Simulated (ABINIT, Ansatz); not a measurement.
# Quasiparticle gap of GaAs (F-43m) in ABINIT

Wanted: ground state, empty states, screening and self-energy for GaAs (F-43m).

Main program and level: ABINIT 10.8.3; PBE and many-body steps on it, plane waves.

**Experimental background.**

- Gap 1.51 eV: band-edge emission energy from PL (direct gap at Gamma); photoluminescence, 633 nm excitation; 77 K; bulk crystal (MBE GaAs matrix around a thin InAs wetting layer on semi-insulating GaAs (100)) (“Photoluminescence of InAs/GaAs quantum dots under direct two-photon excitation”, 2020, pmc:7331710).

- Gap 1.42 eV: fundamental direct gap E0 at Gamma, seen as sharp points in Psi and Delta; spectroscopic ellipsometry; 300 K; bulk crystal (semi-insulating GaAs (100) substrate) (“Ellipsometric study of the Electronic Structure of GaMnAs and LT-GaAs”, 2004, arxiv:cond-mat/0404304).

- Gap 1.42 eV: band-edge photoluminescence emission energy of the GaAs substrate; time-integrated photoluminescence; 300 K; bulk crystal ((001) GaAs substrate beneath GaBiAs epilayers) (“Investigation of the anisotropic electron g factor as a probe of the electronic structure of GaBixAs1-x/GaAs epilayers”, 2014, arxiv:1409.8467).

- Gap 1.418 ± 0.005 eV: direct gap E0 at Gamma from PR; modulated photoreflectance, low-field lineshape fit; 300 K; bulk crystal (semi-insulating GaAs(001) reference substrate) (“Evidence of valence band perturbations in GaAsN/GaAs(001): A combined variable-angle spectroscopic ellipsometry and modulated photoreflectance investigation”, 2008, arxiv:0805.2212).

- Gap 1.412 ± 0.01 eV: direct gap E0 at Gamma from ellipsometry; variable-angle spectroscopic ellipsometry, parametric critical-point fit; 300 K; bulk crystal (semi-insulating GaAs(001) reference substrate with native oxide) (“Evidence of valence band perturbations in GaAsN/GaAs(001): A combined variable-angle spectroscopic ellipsometry and modulated photoreflectance investigation”, 2008, arxiv:0805.2212).

## 1. Set-up

Symmetry: F-43m, No. 216, cubic system. The conventional cell has a = 5.654 Å, b = 5.654 Å, c = 5.654 Å, α = 90.00°, β = 90.00°, γ = 90.00°. Ga has 4 As at 2.45 Å nearest. Nearest to As lie 4 Ga at 2.45 Å. Farther neighbours, and contacts between anions beyond the nearest, are not listed.

The cell and positions come from the Crystallography Open Database and are kept as given unless a step says otherwise.

## 2. Ground state

This step: ABINIT 10.8.3; DFT, PBE, plane waves, norm-conserving pseudopotentials.

The ground-state density comes first.

Contents of run.abi:

```
acell 3*1.0 Angstrom
rprim 
  0.000000000000 2.826850000000 2.826850000000
  2.826850000000 0.000000000000 2.826850000000
  2.826850000000 2.826850000000 0.000000000000
ntypat 2
znucl 31 33
natom 2
typat 1 2
xred 
  0.000000000000 0.000000000000 0.000000000000
  0.250000000000 0.250000000000 0.250000000000
pp_dirpath "pseudos"
pseudos "Ga.upf, As.upf"
ecut 45
ngkpt 6 6 6
nshiftk 1
shiftk 0 0 0
kptopt 1
chksymbreak 0
nband 27
occopt 1
tolvrs 1e-10
nstep 60
prtwf 0
optforces 0
optstress 0
indata_prefix "in"
outdata_prefix "out"
tmpdata_prefix "tmp"
```

Command:

```
OMP_NUM_THREADS=1 mpirun -n 4 abinit run.abi > log
```

The log of the run:

```text
.Version 10.8.3 of ABINIT. v10.8.2 released Aug 2026.

 Symmetries : space group F-4 3 m (#216); Bravais cF (face-center cubic)
================================================================================
 Values of the parameters that define the memory need of the present run
     intxc =       0    ionmov =       0      iscf =       7    lmnmax =       6
     lnmax =       6     mgfft =      48  mpssoang =       3    mqgrid =    3001
     natom =       2  nloc_mem =       1    nspden =       1   nspinor =       1
    nsppol =       1      nsym =      24    n1xccc =    2501    ntypat =       2
    occopt =       1   xclevel =       2
-    mband =          27        mffmem =           1         mkmem =           4
       mpw =        4428          nfft =      110592          nkpt =          16
================================================================================
  Rough estimation (10% accuracy) of disk space for files :
================================================================================

--------------------------------------------------------------------------------
------------- Echo of variables that govern the present computation ------------
--------------------------------------------------------------------------------
 -outvars: echo values of preprocessed input variables --------
            acell      1.8897261259E+00  1.8897261259E+00  1.8897261259E+00 Bohr

      chksymbreak           0
             ecut      4.50000000E+01 Hartree
-          fftalg         312

              ixc     -101130
              kpt      0.00000000E+00  0.00000000E+00  0.00000000E+00
                       1.66666667E-01  0.00000000E+00  0.00000000E+00
                       3.33333333E-01  0.00000000E+00  0.00000000E+00
                       5.00000000E-01  0.00000000E+00  0.00000000E+00
                       1.66666667E-01  1.66666667E-01  0.00000000E+00
                       3.33333333E-01  1.66666667E-01  0.00000000E+00
                       5.00000000E-01  1.66666667E-01  0.00000000E+00
                      -3.33333333E-01  1.66666667E-01  0.00000000E+00
                      -1.66666667E-01  1.66666667E-01  0.00000000E+00
   [... 5 further rows ...]
                      -3.33333333E-01  3.33333333E-01  1.66666667E-01
                      -3.33333333E-01  5.00000000E-01  1.66666667E-01
         kptrlatt        6    0    0      0    6    0      0    0    6
          kptrlen      4.53281381E+01
P           mkmem           4
            natom           2
            nband          27
            ngfft          48      48      48
             nkpt          16
            nstep          60
             nsym          24
           ntypat           2
              occ      2.000000  2.000000  2.000000  2.000000  2.000000  2.000000
                       2.000000  2.000000  2.000000  2.000000  2.000000  2.000000
                       2.000000  2.000000  2.000000  2.000000  2.000000  2.000000
                       2.000000  2.000000  2.000000  2.000000  0.000000  0.000000
[...]
optforces           0
        optstress           0
            prtwf           0
            rprim      0.0000000000E+00  2.8268500000E+00  2.8268500000E+00
[...]
spgroup         216

           tolvrs      1.00000000E-10

             xred      0.0000000000E+00  0.0000000000E+00  0.0000000000E+00
[...]
znucl       31.00000   33.00000

================================================================================

 chkinp: Checking input parameters for consistency.

================================================================================
== DATASET  1 ==================================================================
-   mpi_nproc: 4, omp_nthreads: 1 (-1 if OMP is not activated)

--- !DatasetInfo
iteration_state: {dtset: 1, }
dimensions: {natom: 2, nkpt: 16, mband: 27, nsppol: 1, nspinor: 1, nspden: 1, mpw: 4428, }
cutoff_energies: {ecut:  45.0, pawecutdg:  -1.0, }
electrons: {nelect:   4.40000000E+01, charge:   0.00000000E+00, occopt:   1.00000000E+00, tsmear:   1.00000000E-02, }

 Real(R)+Recip(G) space primitive vectors, cartesian coordinates (Bohr,Bohr^-1):
 R(1)=  0.0000000  5.3419723  5.3419723  G(1)= -0.0935984  0.0935984  0.0935984
 R(2)=  5.3419723  0.0000000  5.3419723  G(2)=  0.0935984 -0.0935984  0.0935984
 R(3)=  5.3419723  5.3419723  0.0000000  G(3)=  0.0935984  0.0935984 -0.0935984
 Unit cell volume ucvol=  3.0488418E+02 bohr^3
 Angles (23,13,12)=  6.00000000E+01  6.00000000E+01  6.00000000E+01 degrees

 getcut: wavevector=  0.0000  0.0000  0.0000  ngfft=  48  48  48
         ecut(hartree)=     45.000   => boxcut(ratio)=   2.10404

--- Pseudopotential description ------------------------------------------------
- Ga Generated using ONCVPSP code by D. R. Hamann
- 31.00000  21.00000  171031                  znucl, zion, pspdat
12 -101130 2 -1 1902                          pspcod,pspxc,lmax,lloc,mmax
     nproj     2     2     2
  pspatm : epsatm=   21.85474337
         --- l  ekb(1:nproj) -->
[...]
pspatm: atomic psp has been read  and splines computed

- As Generated using ONCVPSP code by D. R. Hamann
- 33.00000  23.00000  171031                  znucl, zion, pspdat
12 -101130 2 -1 1358                          pspcod,pspxc,lmax,lloc,mmax
     nproj     2     2     2
  pspatm : epsatm=   24.77333152
         --- l  ekb(1:nproj) -->
[...]
pspatm: atomic psp has been read  and splines computed

   2.05163530E+03                                ecore*ucvol(ha*bohr**3)
--------------------------------------------------------------------------------

_setup2: Arith. and geom. avg. npw (full set) are    4396.153    4396.130

================================================================================

--- !BeginCycle
iteration_state: {dtset: 1, }
solver: {iscf: 7, nstep: 60, nline: 4, wfoptalg: 0, }
tolerances: {tolvrs: 1.00E-10, }

     iter   Etot(hartree)      deltaE(h)  residm     vres2
 ETOT  1  -551.03046146651    -5.510E+02 9.109E-01 1.435E+03
 ETOT  2  -553.19824534608    -2.168E+00 2.477E-02 2.566E+03
 ETOT  3  -553.54765832786    -3.494E-01 3.271E-02 3.191E+02
 ETOT  4  -553.56859560667    -2.094E-02 4.856E-03 1.481E+02
 ETOT  5  -553.58703702391    -1.844E-02 5.683E-04 1.915E+00
 ETOT  6  -553.58715212543    -1.151E-04 3.854E-05 6.968E-01
 ETOT  7  -553.58724571705    -9.359E-05 3.828E-06 9.701E-03
 ETOT  8  -553.58724688351    -1.166E-06 1.260E-06 5.277E-04
 ETOT  9  -553.58724687676     6.753E-09 8.972E-07 5.197E-04
 ETOT 10  -553.58724695068    -7.392E-08 3.128E-07 1.448E-07
 ETOT 11  -553.58724695072    -4.195E-11 3.029E-07 5.961E-09
 ETOT 12  -553.58724695070     1.910E-11 1.090E-07 4.989E-10
 ETOT 13  -553.58724695071    -9.663E-12 1.174E-07 1.973E-11

 At SCF step   13       vres2   =  1.97E-11 < tolvrs=  1.00E-10 =>converged.

--- !ResultsGS
iteration_state: {dtset: 1, }
comment   : Summary of ground state results
lattice_vectors:
- [  0.0000000,   5.3419723,   5.3419723, ]
- [  5.3419723,   0.0000000,   5.3419723, ]
- [  5.3419723,   5.3419723,   0.0000000, ]
lattice_lengths: [   7.55469,    7.55469,    7.55469, ]
lattice_angles: [ 60.000,  60.000,  60.000, ] # degrees, (23, 13, 12)
lattice_volume:   3.0488418E+02
convergence: {deltae: -9.663E-12, res2:  1.973E-11, residm:  1.174E-07, diffor:  0.000E+00, }
etotal    :  -5.53587247E+02
entropy   :   0.00000000E+00
fermie    :   2.08235878E-01
cartesian_stress_tensor: null
pressure_GPa: null
xred      :
- [  0.0000E+00,   0.0000E+00,   0.0000E+00, Ga]
- [  2.5000E-01,   2.5000E-01,   2.5000E-01, As]
cartesian_forces: null
force_length_stats: {min: null, max: null, mean: null, }

 Integrated electronic density in atomic spheres:
 ------------------------------------------------
 Atom  Sphere_radius  Integrated_density
    1        2.00000         18.80846266
    2        2.00000         20.37373321
================================================================================

 ----iterations are completed or convergence reached----

 Mean square residual over all n,k,spin=   27.173E-11; max=  11.737E-08
 reduced coordinates (array xred) for    2 atoms
       0.000000      0.000000      0.000000
       0.250000      0.250000      0.250000
 rms dE/dt=  0.0000E+00; max dE/dt=  0.0000E+00; dE/dt below (all hartree)
    1       0.000000      0.000000      0.000000
    2       0.000000      0.000000      0.000000

 cartesian coordinates (angstrom) at end:
    1      0.000000     0.000000     0.000000
    2      1.413425     1.413425     1.413425
 length scales=  1.889726  1.889726  1.889726 bohr
              =  1.000000  1.000000  1.000000 angstroms
 prteigrs : about to open file out_EIG
 Fermi (or HOMO) energy (hartree) =   0.20824   Average Vxc (hartree)=  -0.36654
 Eigenvalues (hartree) for nkpt=  16  k points:
 kpt#   1, nband= 27, wtk=  0.00463, kpt=  0.0000  0.0000  0.0000 (reduced coord)
  -6.58411   -5.07879   -4.50242   -4.50242   -4.50242   -3.26559   -3.26559   -3.26559
  -1.08415   -1.08415   -1.08415   -1.08382   -1.08382   -0.33685   -0.33685   -0.33685
  -0.33402   -0.33402   -0.25960    0.20824    0.20824    0.20824    0.22690    0.34556
   0.34556    0.34556    0.48736
 prteigrs : prtvol=0 or 1, do not print more k-points.

--- !EnergyTerms
iteration_state     : {dtset: 1, }
comment             : Components of total free energy in Hartree
kinetic             :  2.565796E+02
hartree             :  2.393594E+02
xc                  : -5.351668E+01
Ewald energy        : -2.443848E+02
psp_core            :  6.729228E+00
local_psp           : -6.217117E+02
non_local_psp       : -1.366423E+02
total_energy        : -5.535872E+02
total_energy_eV     : -1.506388E+04
band_energy         : -8.401534E+01

== END DATASET(S) ==============================================================
================================================================================

 -outvars: echo values of variables after computation  --------
           etotal     -5.5358724695E+02
            nband          27
             nkpt          16
          spgroup         216
 [... the other variables as echoed above ...]

 Calculation completed.
```

The job ended after 21 s (4 MPI ranks of Arm Neoverse V2, shared host; peak memory 0.39 GiB).

Numbers from this step:

```yaml
total_energy: -15063.8764 eV
gap: 0.5078 eV
k_of_the_valence_top: 0, 0, 0
k_of_the_conduction_bottom: 0, 0, 0
least_direct_gap: 0.5078 eV
```

The gap is direct, at Γ.

(Continued in part 2 of 3.)

[Long decimals in the printed logs are rounded to 6 places.]

[Logs are printed without paths, hosts, clocks, repeated set-up lines and the standing remarks that a program may print on its own settings, such as how far it seeks lower states.]

[Paths, hosts, dates, memory and timing lines, banners, echoed tables and standing remarks are left out of the program output; an Ansatz launch command may be rebuilt from the run's recorded settings. Measured values are a selection of at most five: reports struck by readers or far from the other reports are left out. None is set beside runs whose start may be inverted or whose files or cutoffs have a known fault.]

[Runs of the session that timed out or met a known fault of the program may be left out.]

[Hosts, paths, dates, database ids (printed as entryN), source tags and the programs' standing remarks are cut or masked in the printed files.]

[G0W0 gaps are taken among the corrected bands and points alone; a level outside them can change the order at an edge.]

[Where Ansatz stands beside ABINIT at settings called matched, ABINIT's density can come from a denser mesh and the files from another edition; pairs whose starting gaps differed by over 0.03 eV were left out, so agreement reads better than it is.]
